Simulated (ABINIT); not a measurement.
# LiBeH3 (Pm-3m): Raman and infrared activity, part 3 of 3

Aim: Raman and infrared lines of LiBeH3 (Pm-3m).

ABINIT 10.8.3; DFT LDA, scalar-relativistic, plane waves, PseudoDojo norm-conserving pseudopotentials.

So far. Step 8 (Zone-centre response): The acoustic modes at Γ come out as far as 0.4 cm⁻¹ from zero, where they should vanish, a small numerical error; the Born charges miss their sum rule by 0.033 e, which is fair. Step 9 (Modes with the sum rule): The rule moves no optical mode by more than 0.1 cm⁻¹. The relaxed cell has a = 3.121 Å (conventional setting).

The structure was built from a prototype and need not be the compound's stable phase.

### Step 10. Sum rules set otherwise (asr 0)

Without the rule the raw error of the acoustic modes shows.

anaddb.abi reads:

```
ddb_filepath "gamma_DDB"
output_file "anaddb.abo"
outdata_prefix "anaddb"
asr 0
chneut 0
enunit 2
eivec 1
nph1l 1
qph1l 0.0 0.0 0.0 1.0
dieflag 1
nph2l 3
qph2l 
    1.0 0.0 0.0 0.0
    0.0 0.0 1.0 0.0
    1.0 1.0 1.0 0.0
nlflag 1
ramansr 1
alphon 1
prtmbm 1
```

mrgddb.in reads:

```
gamma_DDB
merged
3
dfpt_gammao_DS2_DDB
dfpt_gammao_DS3_DDB
gso_DDB
```

Run with:

```
$ mrgddb < mrgddb.in > mrgddb.log
$ OMP_NUM_THREADS=1 anaddb anaddb.abi > anaddb.log
```

anaddb.abo, the main output file:

```text
[banners, grids, parts of the stress and lines that vanish by symmetry left out]
-outvars_anaddb: echo values of input variables ----------------------

 Flags :
[...]
Dielectric Tensor and Effective Charges
[...]
Effective charge tensors after
[...]
1          1       -0.000000000       -0.000000000       -0.000000000
[...]
1          2       -0.000000000       -0.000000000       -0.000000000
[...]
1          3       -0.000000000       -0.000000000       -0.000000000
[...]
2          1       -0.000000000       -0.000000000       -0.000000000
[...]
2          2       -0.000000000       -0.000000000       -0.000000000
[...]
2          3       -0.000000000       -0.000000000       -0.000000000
[...]
3          1       -0.000000000       -0.000000000       -0.000000000
[...]
3          2       -0.000000000       -0.000000000       -0.000000000
[...]
3          3       -0.000000000       -0.000000000       -0.000000000
[...]
4          1       -0.000000000       -0.000000000       -0.000000000
[...]
4          2       -0.000000000       -0.000000000       -0.000000000
[...]
4          3       -0.000000000       -0.000000000       -0.000000000
[...]
5          1       -0.000000000       -0.000000000       -0.000000000
[...]
5          2       -0.000000000       -0.000000000       -0.000000000
[...]
5          3       -0.000000000       -0.000000000       -0.000000000
[...]
Phonon wavevector (reduced coordinates) :  0.00000  0.00000  0.00000
 Phonon energies in Hartree :
[...]
Phonon energies in meV     :
-  5.459431E-02  5.459434E-02  5.459443E-02  1.476282E+01  1.476282E+01
-  1.476282E+01  7.278864E+01  7.278864E+01  7.278864E+01  1.006195E+02
-  1.006195E+02  1.006195E+02  1.795915E+02  1.795915E+02  1.795915E+02
 Phonon frequencies in cm-1    :
-  4.403328E-01  4.403331E-01  4.403338E-01  1.190702E+02  1.190702E+02
-  1.190702E+02  5.870799E+02  5.870799E+02  5.870799E+02  8.115510E+02
-  8.115510E+02  8.115510E+02  1.448503E+03  1.448503E+03  1.448503E+03
 Phonon frequencies in Thz     :
-  1.320085E-02  1.320085E-02  1.320088E-02  3.569634E+00  3.569634E+00
-  3.569634E+00  1.760021E+01  1.760021E+01  1.760021E+01  2.432969E+01
-  2.432969E+01  2.432969E+01  4.342504E+01  4.342504E+01  4.342504E+01
 Phonon energies in Kelvin  :
-  6.335407E-01  6.335410E-01  6.335421E-01  1.713154E+02  1.713154E+02
-  1.713154E+02  8.446770E+02  8.446770E+02  8.446770E+02  1.167641E+03
-  1.167641E+03  1.167641E+03  2.084073E+03  2.084073E+03  2.084073E+03
[...]
-  1  0.00000000E+00  2.16138039E-07  5.37663352E-03
-     0.00000000E+00  0.00000000E+00  0.00000000E+00
-  2  0.00000000E+00  2.16134715E-07  5.37655084E-03
-     0.00000000E+00  0.00000000E+00  0.00000000E+00
-  3  0.00000000E+00  2.16134459E-07  5.37655123E-03
-     0.00000000E+00  0.00000000E+00  0.00000000E+00
-  4  0.00000000E+00  2.16134730E-07  5.37654448E-03
-     0.00000000E+00  0.00000000E+00  0.00000000E+00
-  5  0.00000000E+00  2.16134459E-07  5.37654448E-03
-     0.00000000E+00  0.00000000E+00  0.00000000E+00
[...]
-  1  2.83240780E-06  5.37663278E-03 -2.16207622E-07
-     0.00000000E+00  0.00000000E+00  0.00000000E+00
-  2  2.83236425E-06  5.37655010E-03 -2.16204298E-07
-     0.00000000E+00  0.00000000E+00  0.00000000E+00
-  3  2.83236090E-06  5.37654374E-03 -2.16204313E-07
-     0.00000000E+00  0.00000000E+00  0.00000000E+00
-  4  2.83236090E-06  5.37655048E-03 -2.16204042E-07
-     0.00000000E+00  0.00000000E+00  0.00000000E+00
-  5  2.83236445E-06  5.37654374E-03 -2.16204042E-07
-     0.00000000E+00  0.00000000E+00  0.00000000E+00
[...]
-  1  5.37663278E-03 -2.83241311E-06  0.00000000E+00
-     0.00000000E+00  0.00000000E+00  0.00000000E+00
-  2  5.37655010E-03 -2.83236956E-06  0.00000000E+00
-     0.00000000E+00  0.00000000E+00  0.00000000E+00
-  3  5.37654374E-03 -2.83236621E-06  0.00000000E+00
-     0.00000000E+00  0.00000000E+00  0.00000000E+00
-  4  5.37654374E-03 -2.83236976E-06  0.00000000E+00
-     0.00000000E+00  0.00000000E+00  0.00000000E+00
[...]
-  4  7.05996380E-03 -3.65332106E-06  0.00000000E+00
[...]
-  5 -2.09819826E-02  1.22926012E-06  0.00000000E+00
[...]
-     1         -0.000000    -0.000000     0.014576     0.014576
-     2         -0.000000     0.014576     0.000000     0.014576
[...]
-    14          0.000000    -1.357548    -0.000000     1.357548
-    15          1.357548     0.000000     0.000000     1.357548
[...]
-   1     Real    0.0000E+00  0.0000E+00  3.0708E-08  0.0000E+00  0.0000E+00  0.0000E+00  3.0708E-08
[...]
-   2     Real    0.0000E+00  3.0708E-08  0.0000E+00  0.0000E+00  0.0000E+00  0.0000E+00  3.0708E-08
[...]
-   3     Real    3.0708E-08  0.0000E+00  0.0000E+00  0.0000E+00  0.0000E+00  0.0000E+00  3.0708E-08
[...]
-   4     Real    0.0000E+00  0.0000E+00  3.3815E-04  0.0000E+00  0.0000E+00  0.0000E+00  3.3815E-04
[...]
-   5     Real    0.0000E+00  3.3815E-04  0.0000E+00  0.0000E+00  0.0000E+00  0.0000E+00  3.3815E-04
[...]
-   6     Real    3.3815E-04  0.0000E+00  0.0000E+00  0.0000E+00  0.0000E+00  0.0000E+00  3.3815E-04
[...]
-   7     Real    0.0000E+00  0.0000E+00  1.6066E-03  0.0000E+00  0.0000E+00  0.0000E+00  1.6066E-03
[...]
-   8     Real    0.0000E+00  1.6066E-03  0.0000E+00  0.0000E+00  0.0000E+00  0.0000E+00  1.6066E-03
[...]
-   9     Real    1.6066E-03  0.0000E+00  0.0000E+00  0.0000E+00  0.0000E+00  0.0000E+00  1.6066E-03
[...]
-  10     Real    0.0000E+00  0.0000E+00  0.0000E+00  0.0000E+00  0.0000E+00  0.0000E+00  0.0000E+00
[...]
-  11     Real    0.0000E+00  0.0000E+00  0.0000E+00  0.0000E+00  0.0000E+00  0.0000E+00  0.0000E+00
[...]
-  12     Real    0.0000E+00  0.0000E+00  0.0000E+00  0.0000E+00  0.0000E+00  0.0000E+00  0.0000E+00
[...]
-  13     Real    0.0000E+00  0.0000E+00  9.9595E-04  0.0000E+00  0.0000E+00  0.0000E+00  9.9595E-04
[...]
-  14     Real    0.0000E+00  9.9595E-04  0.0000E+00  0.0000E+00  0.0000E+00  0.0000E+00  9.9595E-04
[...]
-  15     Real    9.9595E-04  0.0000E+00  0.0000E+00  0.0000E+00  0.0000E+00  0.0000E+00  9.9595E-04
[...]
-         0.000000000       0.000000000       0.000000000
-         0.000000000       0.000000000       0.000000000
-         0.000000000       0.000000000       0.000000000
[...]
-         0.000000000       0.000000000       0.000000000
-         0.000000000       0.000000000       0.000000000
-         0.000000000       0.000000000       0.000000000
[...]
Phonon at Gamma, with non-analyticity in the
[...]
Phonon energies in Hartree :
[...]
Phonon energies in meV     :
-  5.459431E-02  5.459434E-02  1.346249E-01  1.476282E+01  1.476282E+01
-  2.915740E+01  7.278864E+01  7.278864E+01  1.006195E+02  1.006195E+02
-  1.006195E+02  1.204484E+02  1.795915E+02  1.795915E+02  2.076584E+02
 Phonon frequencies in cm-1    :
-  4.403328E-01  4.403331E-01  1.085823E+00  1.190702E+02  1.190702E+02
[...]
Phonon frequencies in Thz     :
[...]
Phonon energies in Kelvin  :
[...]
-  1  0.00000000E+00  9.95276636E-07  5.37663344E-03
[...]
-  2  0.00000000E+00  9.95261332E-07  5.37655076E-03
[...]
-  3  0.00000000E+00  9.95260154E-07  5.37655114E-03
[...]
-  4  0.00000000E+00  9.95261403E-07  5.37654440E-03
[...]
Phonon at Gamma, with non-analyticity in the
[...]
Phonon energies in Hartree :
[...]
Phonon energies in meV     :
[...]
Phonon frequencies in cm-1    :
[...]
Phonon frequencies in Thz     :
[...]
Phonon energies in Kelvin  :
[...]
Phonon at Gamma, with non-analyticity in the
[...]
Phonon energies in Hartree :
[...]
Phonon energies in meV     :
[...]
Phonon frequencies in cm-1    :
[...]
Phonon frequencies in Thz     :
[...]
Phonon energies in Kelvin  :
[...]
-  3.383576E+02  8.446770E+02  8.446770E+02  1.167641E+03  1.167641E+03
-  1.167641E+03  1.397745E+03  2.084073E+03  2.084073E+03  2.409776E+03
[...]
-  4  5.60176578E-03  1.18238819E-02 -1.62329626E-03
[...]
-  5 -1.66482656E-02 -3.97846953E-03 -1.62329626E-03
[...]
-         0.000000000       0.000000000       0.000000000
-         0.000000000       0.000000000       0.000000000
[...]
Direction                     Dielectric constant
[...]
0.00000   0.00000   1.00000     91.95666631
   1.00000   1.00000   1.00000     91.95666631
-
```

Wall time 1.5 s (1 thread of Arm Neoverse V1, shared host).

Read from the output:

- mean static dielectric constant: 91.95

Zone-centre frequencies as printed; negative means imaginary. Modes:

```
mode  frequency (cm⁻¹)
   1              0.44
   2              0.44
   3              0.44
   4             119.1
   5             119.1
   6             119.1
   7             587.1
   8             587.1
   9             587.1
  10             811.5
  11             811.5
  12             811.5
  13              1448
  14              1448
  15              1448
```

### Step 11. What came out

```yaml
space_group_after_relaxation: Pm-3m
volume_per_atom: 6.08 Å³
highest_optical_zone_centre_mode_no_lo_to_term: 1448 cm⁻¹
lowest_optical_zone_centre_mode: 119.1 cm⁻¹
highest_mode_moved_by_the_lo_to_term: 1676 cm⁻¹
mean_high_frequency_dielectric_constant: 6.44
largest_born_charge_in_size_third_of_the_trace: 2.14 e
mean_static_dielectric_constant: 92.7
imaginary_optical_modes_at_the_zone_centre_no_q_mesh_in_this_session: none
```

What this shows: No mode is Raman active in this structure; the strongest infrared line lies at 587 cm⁻¹. At the LDA level the optical modes of LiBeH3 (Pm-3m) at the zone centre (no LO-TO term) run from 119 to 1448 cm⁻¹. The base run prints -0.49 GPa, mostly the error of a finite basis; the relaxation, with a smoothed and higher cutoff, had brought the cell to rest. Along the directions run, the highest mode that the macroscopic field moves lies at 1676 cm⁻¹. Lattice motion raises the mean dielectric constant from 6.439 to 92.73. These are harmonic frequencies at zero temperature: anharmonic shifts and linewidths and thermal expansion are left out. The structure is a hypothetical one, built on a prototype.

[Host names and launcher messages were left out of these logs when they were recorded.]

[Logs are printed without paths, hosts, clocks, repeated set-up lines and the standing remarks that a program may print on its own settings, such as how far it seeks lower states.]

[Hosts, paths, dates, database ids (printed as entryN), source tags and the programs' standing remarks are cut or masked in the printed files.]
